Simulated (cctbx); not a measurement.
# Reading a Patterson map

Space group P4cc (no. 103), a = 6.5060 Å, b = 6.5060 Å, c = 6.8040 Å, α = 90.00°, β = 90.00°, γ = 90.00°, content Te8 Ti2.

The data are simulated with cctbx, not measured: Ag Kα, λ = 0.56087 Å, to d = 0.75 Å, 70 % of the full sphere, strongest reflection 70000 counts, noise from counting, a 1.5 % proportional error and a noise floor of 4 counts (s.d.); no absorption, some extinction.

Patterson synthesis, origin scaled to 1000:

```text
Patterson group P 4/m m m
      u       v       w   height  length (A)
  0.000   0.000   0.000   1000.0     0.00
  0.500   0.500   0.500    483.7     5.72
  0.192   0.500   0.000    346.6     3.48
  0.000   0.308   0.500    330.5     3.95
  0.193   0.193   0.500    223.1     3.84
  0.308   0.308   0.000    111.8     2.83
  0.136   0.325   0.253     46.3     2.87
  0.000   0.000   0.161     27.5     1.10
  0.302   0.500   0.122     22.7     3.89
  0.439   0.500   0.354     22.5     4.95
  0.000   0.113   0.120     22.4     1.10
  0.000   0.351   0.344     19.0     3.27
  0.066   0.500   0.110     18.1     3.37
  0.173   0.173   0.332     16.3     2.77
```

**Question.** Which atom pairs make the peaks, and where is the heaviest atom?

A peak at u stands for all pairs with xi − xj = u, with weight Σ ZiZj against Σ Z² = 22600 at the origin. Peak heights follow these weights only roughly, since form factors, motion and series ripples differ, all vectors within 0.55 Å of a peak are counted as merged into it though the farther ones add only part of their weight, and F(000) is left out, which lowers the whole map:

| u | v | w | shortest length (Å) | height | 1000 ΣZiZj/ΣZ² | pairs in the cell |
| --- | --- | --- | --- | --- | --- | --- |
| 0.500 | 0.500 | 0.500 | 5.72 | 484 | 957 | 8 × Te–Te |
| 0.192 | 0.500 | 0.000 | 3.48 | 347 | 479 | 4 × Te–Te |
| 0.000 | 0.308 | 0.500 | 3.95 | 330 | 479 | 4 × Te–Te |
| 0.193 | 0.193 | 0.500 | 3.84 | 223 | 239 | 2 × Te–Te |
| 0.308 | 0.308 | 0.000 | 2.83 | 112 | 239 | 2 × Te–Te |
| 0.136 | 0.325 | 0.253 | 2.87 | 46 | 101 | 2 × Te–Ti |

The table stops at ten peaks or at a height of 45, below which ripples compete. In the model behind the data Te, the heaviest element, has 1 independent site: (0.6728, 0.8636, 0.5074), up to an allowed shift of origin; the Te–Te vectors are differences of these positions and their symmetry mates. The whole model:

```
atom  mult.       x       y       z  Ueq (Å²)
 Te1      8  0.6728  0.8636  0.5074    0.0036
 Ti1      2       0       0  0.7179    0.0045
```

The model is made up (kin elements in a known structure type, no relaxation), so it says nothing on whether the phase exists.

[Logs are printed without paths, hosts, clocks, repeated set-up lines and the standing remarks that a program may print on its own settings, such as how far it seeks lower states.]
